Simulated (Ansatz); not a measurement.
## BaSr2P2: relaxing a made-up structure

Starting from a made-up structure for BaSr2P2, the aim is the relaxed cell, its shortest contacts and, where a second run follows, its electronic structure.

Program: Ansatz 0.2.0. Level of theory: DFT, PBE, plane-wave PAW, files of the set soft_1, scalar-relativistic, no spin, cell and ions relaxed at zero pressure; PAW set soft_1, in the first sound run; inputs show where later runs differ. Results are calculated unless marked as measured.

## (1) Starting point

Symmetry: P-3m1, No. 164, trigonal system. Conventional cell: a = 4.851 Å, b = 4.851 Å, c = 8.562 Å, α = 90.00°, β = 90.00°, γ = 120.00°. Nearest to Ba lie 6 P at 3.69 Å. Sr has 4 P at 2.88 to 2.93 Å nearest. Nearest to P lie 4 Sr at 2.88 to 2.93 Å and 3 Ba at 3.69 Å. Farther neighbours are not listed.

Structure file:

```cif
data_structure
_symmetry_space_group_name_H-M 'P-3m1'
_symmetry_Int_Tables_number 164
_cell_length_a 4.8510
_cell_length_b 4.8510
_cell_length_c 8.5620
_cell_angle_alpha 90.000
_cell_angle_beta 90.000
_cell_angle_gamma 120.000
_cell_volume 174.49
loop_
_atom_site_label
_atom_site_type_symbol
_atom_site_symmetry_multiplicity
_atom_site_Wyckoff_symbol
_atom_site_fract_x
_atom_site_fract_y
_atom_site_fract_z
_atom_site_occupancy
Ba1 Ba 1 a 0.00000 0.00000 0.00000 1
Sr1 Sr 2 d 0.33333 0.66667 0.61680 1
P1 P 2 d 0.33333 0.66667 0.28100 1
```

## (2) Relaxing cell and atoms

The guess takes its coordinates from another compound and its volume from a rule, so the cell and any free coordinates are relaxed together.

input.yaml reads:

```yaml
crystal:
  lattice:
    - [4.851, 0.0, 0.0]
    - [-2.4255, 4.201089234, 0.0]
    - [0.0, 0.0, 8.562]
  atoms:
    - { symbol: Ba, position: [0.0, 0.0, 0.0] }
    - { symbol: Sr, position: [0.333333333, 0.666666667, 0.6168] }
    - { symbol: Sr, position: [0.666666667, 0.333333333, 0.3832] }
    - { symbol: P, position: [0.333333333, 0.666666667, 0.281] }
    - { symbol: P, position: [0.666666667, 0.333333333, 0.719] }
kpoints:
  mp_grid: { grid: [6, 6, 3] }
scf:
  occupations: { method: fermi_dirac, width: 0.05 }
hamiltonian:
  xc: pbe
  pseudopotentials: { kind: paw, azcp: { folder: soft_1 } }
relax:
  f_tol: 0.015
  max_steps: 70
  cell: {}
output:
  forces: true
  stress: true
```

The run is started by

```sh
ansatz run input.yaml --threads 4 --pin off --max-ram 8192MiB --backend cpu --events-out ev --progress --plain --runs-dir out
```

Numbers of over 12 decimals in the logs are rounded to 6 here.

Log:

```text
Engine: ansatz 0.2.0, aarch64-unknown-linux-gnu
Pseudopotentials: kind: paw
Pseudopotential: Ba, paw, valence charge 10, recommended cutoff 420 eV (normal), soft_1/Ba.paw.azcp
Pseudopotential: Sr, paw, valence charge 10, recommended cutoff 420 eV (normal), soft_1/Sr.paw.azcp
Pseudopotential: P, paw, valence charge 5, recommended cutoff 420 eV (normal), soft_1/P.paw.azcp
Functional definition: PBE
  parameter kappa = 0.804
  parameter beta = 0.066725
  exchange = pbe_x(kappa = kappa, mu = beta*pi^2/3)
  correlation = pbe_c(beta = beta)
Crystal: 5 atoms, lattice volume = 174.489 Å³
Basis set: ecut = 420 eV, 3431 PW (Γ), exchange–correlation on 72×72×120 points (8 copies of the dense FFT grid, shifted against one another)
Bands: 25, of which v1, the nominal top of the filled ones, is band 20 counted from 1 (19 counted from 0)
Symmetry: 12 space group operations
Space group: P-3m1 (ITA 164), of the structure as read, at distance tolerance 5.6e-5 Å
k-points: 17 of 108
Non-local potential: Ba, projectors of the file, l = 0: 3, l = 1: 2, l = 2: 2, l = 3: 2
Non-local potential: Sr, projectors of the file, l = 0: 3, l = 1: 2, l = 2: 2
Non-local potential: P, projectors of the file, l = 0: 2, l = 1: 2, l = 2: 1
PAW form: soft (Blöchl's): semilocal exchange-correlation on the pseudo side does not see the compensation charge
PAW one-centre angular grid: Ba, 194 points (default); XC on 64 Gauss nodes
PAW one-centre angular grid: Sr, 110 points (default); XC on 64 Gauss nodes
PAW one-centre angular grid: P, 110 points (default); XC on 64 Gauss nodes
Initial density: superposition of atomic densities (chi_scale 0.1, normalization cell, long waves kept (reshape's long-wave potential 0.04 eV rms))
Initial wavefunctions: pseudopotential atomic-orbital guess
Functional: x = pbe(κ = 0.804, μ = 0.219515), c = pbe(β = 0.066725)
SCF iter   1: F=—  HF=-14554.941355 eV  |F-HF|=—  |Δ(HF+E_count)|=         —  Δρ=2.49e-2  dr2=3.61e0  ethr=3.10e-3  ⟨swp⟩=12.5  Hψ=3038  notcnv=0
preconditioner: auto → Resta (q_TF=auto, 2.134 Å⁻¹)  ε∞=3.5  [insulator: Δε(μ)=1.804 eV  Ē_g=8.285 eV  σ=0.050 eV  W_gap=1.00  n_scr=34 (ndim 8)  ℏωp=13.2 eV  f_vac=0.000  D(μ)=0.00/eV (n_scr^D=0)  ε∞_Penn≈3.5]
SCF iter   2: F=—  HF=-14554.260194 eV  |F-HF|=—  |Δ(HF+E_count)|=   6.81e-1  Δρ=1.26e-2  dr2=5.07e-1  ethr=3.10e-3  ⟨swp⟩=3.0  Hψ=826  notcnv=0  defer=6
SCF iter   3: F=—  HF=-14554.218335 eV  |F-HF|=—  |Δ(HF+E_count)|=   4.19e-2  Δρ=5.45e-3  dr2=9.74e-2  ethr=1.27e-3  ⟨swp⟩=2.2  Hψ=497  notcnv=0  defer=6
SCF iter   4: F=—  HF=-14554.230426 eV  |F-HF|=—  |Δ(HF+E_count)|=   1.21e-2  Δρ=8.99e-4  dr2=2.50e-3  ethr=2.44e-4  ⟨swp⟩=2.9  Hψ=647  notcnv=0  defer=6
SCF iter   5: F=—  HF=-14554.232872 eV  |F-HF|=—  |Δ(HF+E_count)|=   2.45e-3  Δρ=3.28e-4  dr2=4.45e-4  ethr=6.25e-6  ⟨swp⟩=3.0  Hψ=922  notcnv=0  defer=6
SCF iter   6: F=—  HF=-14554.232974 eV  |F-HF|=—  |Δ(HF+E_count)|=   1.02e-4  Δρ=9.72e-5  dr2=2.23e-5  ethr=1.11e-6  ⟨swp⟩=2.0  Hψ=546  notcnv=0  defer=6
SCF iter   7: F=—  HF=-14554.232910 eV  |F-HF|=—  |Δ(HF+E_count)|=   6.45e-5  Δρ=2.16e-5  dr2=1.11e-6  ethr=5.59e-8  ⟨swp⟩=2.9  Hψ=738  notcnv=0  defer=6
SCF iter   8: F=-14554.232911 eV  HF=-14554.232911 eV  |F-HF|=5.04e-8  |Δ(HF+E_count)|=   1.85e-6  Δρ=4.39e-6  dr2=4.18e-8  ethr=2.50e-10  ⟨swp⟩=6.7  Hψ=1909  notcnv=0
SCF 1 converged in 8 iterations: F = -14554.232911 eV  dr2 = 4.18e-8
  greatest PAW one-centre occupation: 0.987 electrons in one spin orbital (limit 2), on the Sr atom at site 2 (counted from 0), in its partial waves of l = 0
relax step   1: F+E_penalty+E_count = -14554.23291145 eV  Δ(F+E_penalty+E_count) = +0.000e0 eV  max|allowed force component| = 1.520e0 eV/Å  Δτ_max = 0.0000 Å  P = +1.925 GPa  Ω = 174.489 Å³  (8 SCF iters, dr2 threshold 1.00e-7 eV, accepted)
Crystal: 5 atoms, lattice volume = 179.074 Å³
Basis set: ecut = 420 eV, 3479 PW (Γ), exchange–correlation on 72×72×120 points (8 copies of the dense FFT grid, shifted against one another)
Initial density: handed on by an earlier stage of this run
Initial wavefunctions: those handed on with the density
iter 1 solved again at ethr=1.89e-3 eV; its pass at ethr=3.10e-3 eV (dr2=7.56e-1 eV) is discarded
SCF iter   1: F=—  HF=-14554.920628 eV  |F-HF|=—  |Δ(HF+E_count)|=         —  Δρ=7.59e-3  dr2=7.60e-1  ethr=1.89e-3  ⟨swp⟩=1.0  Hψ=3138  notcnv=0
preconditioner: auto → Resta (q_TF=auto, 2.125 Å⁻¹)  ε∞=3.5  [insulator: Δε(μ)=1.275 eV  Ē_g=8.176 eV  σ=0.050 eV  W_gap=1.00  n_scr=34 (ndim 8)  ℏωp=13.0 eV  f_vac=0.011  D(μ)=0.00/eV (n_scr^D=0)  ε∞_Penn≈3.5]
SCF iter   2: F=—  HF=-14554.790397 eV  |F-HF|=—  |Δ(HF+E_count)|=   1.30e-1  Δρ=2.99e-3  dr2=1.62e-2  ethr=1.89e-3  ⟨swp⟩=3.3  Hψ=726  notcnv=0
SCF iter   3: F=—  HF=-14554.790059 eV  |F-HF|=—  |Δ(HF+E_count)|=   3.38e-4  Δρ=1.49e-3  dr2=3.13e-3  ethr=4.04e-5  ⟨swp⟩=3.0  Hψ=860  notcnv=0
SCF iter   4: F=—  HF=-14554.790716 eV  |F-HF|=—  |Δ(HF+E_count)|=   6.58e-4  Δρ=3.59e-4  dr2=4.79e-4  ethr=7.81e-6  ⟨swp⟩=2.1  Hψ=717  notcnv=0
SCF iter   5: F=—  HF=-14554.790600 eV  |F-HF|=—  |Δ(HF+E_count)|=   1.16e-4  Δρ=1.42e-4  dr2=7.30e-5  ethr=1.20e-6  ⟨swp⟩=2.4  Hψ=598  notcnv=0
SCF iter   6: F=—  HF=-14554.790661 eV  |F-HF|=—  |Δ(HF+E_count)|=   6.10e-5  Δρ=1.30e-4  dr2=5.21e-5  ethr=1.83e-7  ⟨swp⟩=2.9  Hψ=1029  notcnv=0
SCF iter   7: F=—  HF=-14554.790651 eV  |F-HF|=—  |Δ(HF+E_count)|=   1.04e-5  Δρ=5.00e-5  dr2=8.17e-6  ethr=1.30e-7  ⟨swp⟩=2.5  Hψ=711  notcnv=0
SCF iter   8: F=-14554.790649 eV  HF=-14554.790649 eV  |F-HF|=4.41e-8  |Δ(HF+E_count)|=   1.30e-6  Δρ=4.00e-6  dr2=3.44e-8  ethr=1.25e-9  ⟨swp⟩=5.0  Hψ=2052  notcnv=0
SCF 2 converged in 8 iterations: F = -14554.790649 eV  dr2 = 3.44e-8
relax step   2: F+E_penalty+E_count = -14554.79064931 eV  Δ(F+E_penalty+E_count) = -5.577e-1 eV  max|allowed force component| = 3.406e-1 eV/Å  Δτ_max = 0.1990 Å  P = -0.632 GPa  Ω = 179.074 Å³  energy of the carried Pulay correction = -1.378e-4 eV  (8 SCF iters, dr2 threshold 5.00e-7 eV, accepted)
Crystal: 5 atoms, lattice volume = 175.477 Å³
Basis set: ecut = 420 eV, 3417 PW (Γ), exchange–correlation on 72×72×120 points (8 copies of the dense FFT grid, shifted against one another)
iter 1 solved again at ethr=2.32e-4 eV; its pass at ethr=3.10e-3 eV (dr2=9.30e-2 eV) is discarded
SCF iter   1: F=—  HF=-14554.900521 eV  |F-HF|=—  |Δ(HF+E_count)|=         —  Δρ=3.22e-3  dr2=9.46e-2  ethr=2.32e-4  ⟨swp⟩=2.5  Hψ=3244  notcnv=0
preconditioner: auto → Resta (q_TF=auto, 2.132 Å⁻¹)  ε∞=3.6  [insulator: Δε(μ)=1.389 eV  Ē_g=8.106 eV  σ=0.050 eV  W_gap=1.00  n_scr=34 (ndim 8)  ℏωp=13.1 eV  f_vac=0.005  D(μ)=0.00/eV (n_scr^D=0)  ε∞_Penn≈3.6]
SCF iter   2: F=—  HF=-14554.885127 eV  |F-HF|=—  |Δ(HF+E_count)|=   1.54e-2  Δρ=1.45e-3  dr2=3.01e-3  ethr=2.32e-4  ⟨swp⟩=3.2  Hψ=689  notcnv=0
SCF iter   3: F=—  HF=-14554.885397 eV  |F-HF|=—  |Δ(HF+E_count)|=   2.70e-4  Δρ=6.62e-4  dr2=4.41e-4  ethr=7.51e-6  ⟨swp⟩=2.1  Hψ=705  notcnv=0
SCF iter   4: F=—  HF=-14554.885673 eV  |F-HF|=—  |Δ(HF+E_count)|=   2.76e-4  Δρ=8.72e-5  dr2=2.26e-5  ethr=1.10e-6  ⟨swp⟩=2.6  Hψ=725  notcnv=0
SCF iter   5: F=—  HF=-14554.885689 eV  |F-HF|=—  |Δ(HF+E_count)|=   1.62e-5  Δρ=3.09e-5  dr2=3.81e-6  ethr=5.65e-8  ⟨swp⟩=2.4  Hψ=636  notcnv=0
SCF iter   6: F=-14554.885694 eV  HF=-14554.885694 eV  |F-HF|=5.09e-8  |Δ(HF+E_count)|=   4.34e-6  Δρ=1.03e-5  dr2=2.22e-7  ethr=1.25e-9  ⟨swp⟩=4.1  Hψ=2019  notcnv=0
SCF 3 converged in 6 iterations: F = -14554.885694 eV  dr2 = 2.22e-7
relax step   3: F+E_penalty+E_count = -14554.88569374 eV  Δ(F+E_penalty+E_count) = -9.504e-2 eV  max|allowed force component| = 1.111e-1 eV/Å  Δτ_max = 0.0765 Å  P = -0.298 GPa  Ω = 175.477 Å³  energy of the carried Pulay correction = -2.997e-5 eV  (6 SCF iters, dr2 threshold 5.00e-7 eV, accepted)
Crystal: 5 atoms, lattice volume = 172.585 Å³
Basis set: ecut = 420 eV, 3393 PW (Γ), exchange–correlation on 72×72×120 points (8 copies of the dense FFT grid, shifted against one another)
iter 1 solved again at ethr=7.25e-5 eV; its pass at ethr=3.10e-3 eV (dr2=2.90e-2 eV) is discarded
SCF iter   1: F=—  HF=-14554.911058 eV  |F-HF|=—  |Δ(HF+E_count)|=         —  Δρ=1.82e-3  dr2=3.09e-2  ethr=7.25e-5  ⟨swp⟩=2.8  Hψ=3207  notcnv=0
preconditioner: auto → Resta (q_TF=auto, 2.138 Å⁻¹)  ε∞=3.7  [insulator: Δε(μ)=1.426 eV  Ē_g=8.086 eV  σ=0.050 eV  W_gap=1.00  n_scr=34 (ndim 8)  ℏωp=13.3 eV  f_vac=0.004  D(μ)=0.00/eV (n_scr^D=0)  ε∞_Penn≈3.7]
SCF iter   2: F=—  HF=-14554.906137 eV  |F-HF|=—  |Δ(HF+E_count)|=   4.92e-3  Δρ=8.41e-4  dr2=1.17e-3  ethr=7.25e-5  ⟨swp⟩=2.4  Hψ=571  notcnv=0
SCF iter   3: F=—  HF=-14554.906217 eV  |F-HF|=—  |Δ(HF+E_count)|=   7.98e-5  Δρ=3.74e-4  dr2=1.67e-4  ethr=2.92e-6  ⟨swp⟩=2.0  Hψ=757  notcnv=0
SCF iter   4: F=—  HF=-14554.906297 eV  |F-HF|=—  |Δ(HF+E_count)|=   7.96e-5  Δρ=4.67e-5  dr2=1.03e-5  ethr=4.17e-7  ⟨swp⟩=2.7  Hψ=683  notcnv=0
SCF iter   5: F=—  HF=-14554.906302 eV  |F-HF|=—  |Δ(HF+E_count)|=   5.09e-6  Δρ=1.52e-5  dr2=8.48e-7  ethr=2.57e-8  ⟨swp⟩=2.5  Hψ=638  notcnv=0
SCF iter   6: F=-14554.906302 eV  HF=-14554.906302 eV  |F-HF|=6.27e-8  |Δ(HF+E_count)|=   4.76e-7  Δρ=4.71e-6  dr2=1.02e-7  ethr=1.25e-9  ⟨swp⟩=6.0  Hψ=1713  notcnv=0
SCF 4 converged in 6 iterations: F = -14554.906302 eV  dr2 = 1.02e-7
relax step   4: F+E_penalty+E_count = -14554.90630219 eV  Δ(F+E_penalty+E_count) = -2.061e-2 eV  max|allowed force component| = 1.287e-2 eV/Å  Δτ_max = 0.0450 Å  P = +0.036 GPa  Ω = 172.585 Å³  energy of the carried Pulay correction = +5.828e-5 eV  (6 SCF iters, dr2 threshold 5.00e-7 eV, accepted)
Crystal: 5 atoms, lattice volume = 172.343 Å³
iter 1 solved again at ethr=4.86e-6 eV; its pass at ethr=3.10e-3 eV (dr2=1.94e-3 eV) is discarded
SCF iter   1: F=—  HF=-14554.908720 eV  |F-HF|=—  |Δ(HF+E_count)|=         —  Δρ=6.89e-4  dr2=2.15e-3  ethr=4.86e-6  ⟨swp⟩=3.4  Hψ=3195  notcnv=0
preconditioner: auto → Resta (q_TF=auto, 2.139 Å⁻¹)  ε∞=3.7  [insulator: Δε(μ)=1.452 eV  Ē_g=8.070 eV  σ=0.050 eV  W_gap=1.00  n_scr=22 (ndim 8)  ℏωp=13.3 eV  f_vac=0.005  D(μ)=0.00/eV (n_scr^D=0)  ε∞_Penn≈3.7]
SCF iter   2: F=—  HF=-14554.908406 eV  |F-HF|=—  |Δ(HF+E_count)|=   3.14e-4  Δρ=3.42e-4  dr2=1.39e-4  ethr=4.86e-6  ⟨swp⟩=2.0  Hψ=545  notcnv=0
SCF iter   3: F=—  HF=-14554.908433 eV  |F-HF|=—  |Δ(HF+E_count)|=   2.71e-5  Δρ=1.44e-4  dr2=2.36e-5  ethr=3.47e-7  ⟨swp⟩=2.0  Hψ=686  notcnv=0
SCF iter   4: F=—  HF=-14554.908419 eV  |F-HF|=—  |Δ(HF+E_count)|=   1.37e-5  Δρ=2.27e-5  dr2=1.75e-6  ethr=5.91e-8  ⟨swp⟩=2.9  Hψ=757  notcnv=0
SCF iter   5: F=—  HF=-14554.908420 eV  |F-HF|=—  |Δ(HF+E_count)|=   8.80e-7  Δρ=7.12e-6  dr2=2.12e-7  ethr=4.39e-9  ⟨swp⟩=2.8  Hψ=680  notcnv=0
SCF iter   6: F=-14554.908420 eV  HF=-14554.908420 eV  |F-HF|=3.57e-9  |Δ(HF+E_count)|=   1.25e-7  Δρ=2.55e-6  dr2=2.26e-8  ethr=3.11e-10  ⟨swp⟩=5.9  Hψ=1670  notcnv=0
SCF 5 converged in 6 iterations: F = -14554.908420 eV  dr2 = 2.26e-8
relax step   5: F+E_penalty+E_count = -14554.90842008 eV  Δ(F+E_penalty+E_count) = -2.118e-3 eV  max|allowed force component| = 2.984e-2 eV/Å  Δτ_max = 0.0172 Å  P = +0.033 GPa  Ω = 172.343 Å³  energy of the carried Pulay correction = +6.573e-5 eV  (6 SCF iters, dr2 threshold 1.25e-7 eV, accepted)
Crystal: 5 atoms, lattice volume = 172.329 Å³
iter 1 solved again at ethr=1.01e-6 eV; its pass at ethr=3.10e-3 eV (dr2=4.03e-4 eV) is discarded
SCF iter   1: F=—  HF=-14554.908912 eV  |F-HF|=—  |Δ(HF+E_count)|=         —  Δρ=3.81e-4  dr2=4.28e-4  ethr=1.01e-6  ⟨swp⟩=4.2  Hψ=3385  notcnv=0
preconditioner: auto → Resta (q_TF=auto, 2.139 Å⁻¹)  ε∞=3.7  [insulator: Δε(μ)=1.459 eV  Ē_g=8.065 eV  σ=0.050 eV  W_gap=1.00  n_scr=22 (ndim 8)  ℏωp=13.3 eV  f_vac=0.004  D(μ)=0.00/eV (n_scr^D=0)  ε∞_Penn≈3.7]
SCF iter   2: F=—  HF=-14554.908835 eV  |F-HF|=—  |Δ(HF+E_count)|=   7.67e-5  Δρ=2.08e-4  dr2=1.39e-4  ethr=1.01e-6  ⟨swp⟩=1.8  Hψ=516  notcnv=0
SCF iter   3: F=—  HF=-14554.908811 eV  |F-HF|=—  |Δ(HF+E_count)|=   2.39e-5  Δρ=4.76e-5  dr2=8.53e-6  ethr=3.47e-7  ⟨swp⟩=2.0  Hψ=561  notcnv=0
SCF iter   4: F=—  HF=-14554.908761 eV  |F-HF|=—  |Δ(HF+E_count)|=   5.03e-5  Δρ=1.86e-5  dr2=8.41e-7  ethr=2.13e-8  ⟨swp⟩=2.1  Hψ=570  notcnv=0
SCF iter   5: F=-14554.908761 eV  HF=-14554.908761 eV  |F-HF|=9.59e-10  |Δ(HF+E_count)|=   5.14e-7  Δρ=3.31e-6  dr2=5.27e-8  ethr=1.39e-10  ⟨swp⟩=4.4  Hψ=2105  notcnv=0
SCF 6 converged in 5 iterations: F = -14554.908761 eV  dr2 = 5.27e-8
relax step   6: F+E_penalty+E_count = -14554.90876122 eV  Δ(F+E_penalty+E_count) = -3.411e-4 eV  max|allowed force component| = 4.282e-2 eV/Å  Δτ_max = 0.0096 Å  P = -0.070 GPa  Ω = 172.329 Å³  energy of the carried Pulay correction = +6.617e-5 eV  (5 SCF iters, dr2 threshold 5.56e-8 eV, accepted)
Crystal: 5 atoms, lattice volume = 172.133 Å³
iter 1 solved again at ethr=7.75e-7 eV; its pass at ethr=3.10e-3 eV (dr2=3.10e-4 eV) is discarded
SCF iter   1: F=—  HF=-14554.909345 eV  |F-HF|=—  |Δ(HF+E_count)|=         —  Δρ=1.95e-4  dr2=1.63e-4  ethr=7.75e-7  ⟨swp⟩=3.0  Hψ=2758  notcnv=0
preconditioner: auto → Resta (q_TF=auto, 2.139 Å⁻¹)  ε∞=3.7  [insulator: Δε(μ)=1.465 eV  Ē_g=8.069 eV  σ=0.050 eV  W_gap=1.00  n_scr=22 (ndim 8)  ℏωp=13.3 eV  f_vac=0.004  D(μ)=0.00/eV (n_scr^D=0)  ε∞_Penn≈3.7]
SCF iter   2: F=—  HF=-14554.909319 eV  |F-HF|=—  |Δ(HF+E_count)|=   2.62e-5  Δρ=1.05e-4  dr2=2.82e-5  ethr=4.08e-7  ⟨swp⟩=2.0  Hψ=496  notcnv=0
SCF iter   3: F=—  HF=-14554.909266 eV  |F-HF|=—  |Δ(HF+E_count)|=   5.34e-5  Δρ=2.40e-5  dr2=1.90e-6  ethr=7.06e-8  ⟨swp⟩=2.1  Hψ=540  notcnv=0
SCF iter   4: F=-14554.909266 eV  HF=-14554.909266 eV  |F-HF|=5.82e-8  |Δ(HF+E_count)|=   1.41e-7  Δρ=6.34e-6  dr2=1.00e-7  ethr=2.87e-10  ⟨swp⟩=4.5  Hψ=2107  notcnv=0
SCF 7 converged in 4 iterations: F = -14554.909266 eV  dr2 = 1.00e-7
relax step   7: F+E_penalty+E_count = -14554.90926586 eV  Δ(F+E_penalty+E_count) = -5.046e-4 eV  max|allowed force component| = 1.873e-3 eV/Å  Δτ_max = 0.0097 Å  P = +0.012 GPa  Ω = 172.133 Å³  energy of the carried Pulay correction = +7.223e-5 eV  (4 SCF iters, dr2 threshold 1.15e-7 eV, accepted)
Basis set: ecut = 420 eV, 3417 PW (Γ), exchange–correlation on 72×72×108 points (8 copies of the dense FFT grid, shifted against one another)
Initial wavefunctions: pseudopotential atomic-orbital guess (no wavefunctions were taken with the density)
iter 1 solved again at ethr=1.27e-6 eV; its pass at ethr=3.10e-3 eV (dr2=5.08e-4 eV) is discarded
SCF iter   1: F=—  HF=-14554.909272 eV  |F-HF|=—  |Δ(HF+E_count)|=         —  Δρ=2.86e-5  dr2=2.83e-7  ethr=1.27e-6  ⟨swp⟩=4.0  Hψ=4306  notcnv=0
eigensolver tolerance schedule: the retry pair's looser diagonalisation over-reported the residual by 1792.41 of it (diagonalisation noise at 2.76 of the residual, at the tolerance the schedule requests for it); recorded, not acted on — ethr = c·dr2/N_el stays at c = 1.0e-1
preconditioner: auto → Resta (q_TF=auto, 2.139 Å⁻¹)  ε∞=3.7  [insulator: Δε(μ)=1.463 eV  Ē_g=8.071 eV  σ=0.050 eV  W_gap=1.00  n_scr=22 (ndim 8)  ℏωp=13.3 eV  f_vac=0.004  D(μ)=0.00/eV (n_scr^D=0)  ε∞_Penn≈3.7]
SCF iter   2: F=—  HF=-14554.909293 eV  |F-HF|=—  |Δ(HF+E_count)|=   2.08e-5  Δρ=1.49e-5  dr2=8.99e-8  ethr=7.07e-10  ⟨swp⟩=3.9  Hψ=1139  notcnv=0
SCF iter   3: F=—  HF=-14554.909294 eV  |F-HF|=—  |Δ(HF+E_count)|=   8.30e-7  Δρ=5.27e-6  dr2=2.29e-8  ethr=2.25e-10  ⟨swp⟩=2.0  Hψ=608  notcnv=0
SCF iter   4: F=—  HF=-14554.909294 eV  |F-HF|=—  |Δ(HF+E_count)|=   1.11e-7  Δρ=9.50e-7  dr2=3.49e-9  ethr=5.73e-11  ⟨swp⟩=2.0  Hψ=603  notcnv=0
SCF iter   5: F=—  HF=-14554.909294 eV  |F-HF|=—  |Δ(HF+E_count)|=   2.06e-9  Δρ=1.89e-7  dr2=1.09e-10  ethr=8.73e-12  ⟨swp⟩=2.0  Hψ=554  notcnv=0
SCF iter   6: F=-14554.909294 eV  HF=-14554.909294 eV  |F-HF|=3.64e-12  |Δ(HF+E_count)|=  1.40e-10  Δρ=6.29e-8  dr2=1.58e-11  ethr=1.00e-12  ⟨swp⟩=6.0  Hψ=1728  notcnv=0
SCF 8 converged in 6 iterations: F = -14554.909294 eV  dr2 = 1.58e-11
relax step   8: F+E_penalty+E_count = -14554.90929417 eV  Δ(F+E_penalty+E_count) = -2.832e-5 eV  max|allowed force component| = 1.856e-3 eV/Å  Δτ_max = 0.0000 Å  P = +0.013 GPa  Ω = 172.133 Å³  stress off target by 1.36e-2 GPa  SCF on the basis re-selected at this cell (its energy is not comparable with the rows above)  (6 SCF iters)
basis re-selected at this cell: Δ(F+E_penalty+E_count) = -2.832e-5 eV, ΔP = +0.001 GPa vs the last step (what re-selecting the basis moved, of the pressure what is left beyond the Pulay correction that the steps carried, after the strain that the cell walked since its last selection, with what the two solves' SCF thresholds leave and, on support functions, any second-order correction that the steps lacked; it is no measure of the basis error at this ecutwfc). The dense FFT grid was sized anew with the basis: this SCF ran on 36×36×54 points, the steps before it on 36×36×60, so part of this shift can come from that change (see relax.cell in the input reference). [rest of the remark cut]
SCF converged after 6 iterations
Free energy (F): -14554.909294 eV
Harris-Foulkes:  -14554.909294 eV  (|F-HF|=3.64e-12)
Internal energy: -14554.909294 eV  (E = F + TS)
E sigma→0 (E₀):  -14554.909294 eV
Entropy (-TS):   -0.000000 eV (-0.000 meV/atom)
Fermi energy:    6.548688 eV
--- Per-component energies (eV) ---
  E_band       = -271.554116
  E_kinetic    = 760.036735
  E_local      = -1940.365231  (includes V_loc(G=0)·N_el)
  E_nonlocal   = 623.923517
  E_hartree    = 493.905785
  E_xc         = -694.474698
  E_vxc        = -561.108547  (∫ρ·V_xc dr)
  E_paw        = -11692.151785  (= ΣΔE_a)
  E_vpaw       = -141.852089  (= ΣTr[D̂ρ^β])
  E_aug_tail   = -0.000030  (compensation charges beyond the density's cutoff)
  E_ewald      = -2105.783586
  E_smearing   = -0.000000  (= −TS)
  E_closure    = 0.000000  (closes the sum)
  Σ components = -14554.909294   (vs F -14554.909294, Δ=0.00e0)
--- Forces (eV/Å), atoms counted from 1 ---
  atom   1  Ba     0.00000000     0.00000000     0.00000000
  atom   2  Sr    -0.00000000    -0.00000000     0.00185600
  atom   3  Sr     0.00000000     0.00000000    -0.00185600
  atom   4  P     -0.00000000    -0.00000000    -0.00181783
  atom   5  P      0.00000000     0.00000000     0.00181783
  max |Σ_I F_I| component: 1.16e-16 eV/Å
--- Stress (GPa, compression-positive) ---
        0.013095       0.000000      -0.000000
        0.000000       0.013095      -0.000000
       -0.000000      -0.000000       0.013585
  P = ⅓ Tr σ = 0.0133 GPa (0.133 kbar)
--- Relaxed structure (7 steps of the walk, 7 accepted, 1 SCFs on fresh bases) ---
  F+E_penalty+E_count = -14554.90929417 eV   max|allowed force component| = 1.856e-3 eV/Å   (the final SCF, on the basis selected at the relaxed cell)
  cell:  # Å, volume = 172.1325 Å³
    - [5.003381, 0, -1.4816790967966956e-17]
    - [-2.501691, 4.333055, 9.925367935718994e-19]
    - [-2.615159024202925e-17, -1.307579512101458e-17, 7.939719]
  atoms:
    - { symbol: Ba, position: [0, 0, 6.483432753008391e-19] }
    - { symbol: Sr, position: [0.333333, 0.666667, 0.648240] }
    - { symbol: Sr, position: [0.666667, 0.333333, 0.351760] }
    - { symbol: P, position: [0.333333, 0.666667, 0.244637] }
    - { symbol: P, position: [0.666667, 0.333333, 0.755363] }
```

Wall time 8.5 s (4 threads of Arm Neoverse V2, shared host); peak memory 0.5 GiB.

[end of part 1 of 2]

[Logs are printed without paths, hosts, clocks, repeated set-up lines and the standing remarks that a program may print on its own settings, such as how far it seeks lower states.]

[Hosts, paths, dates, database ids (printed as entryN), source tags and the programs' standing remarks are cut or masked in the printed files.]
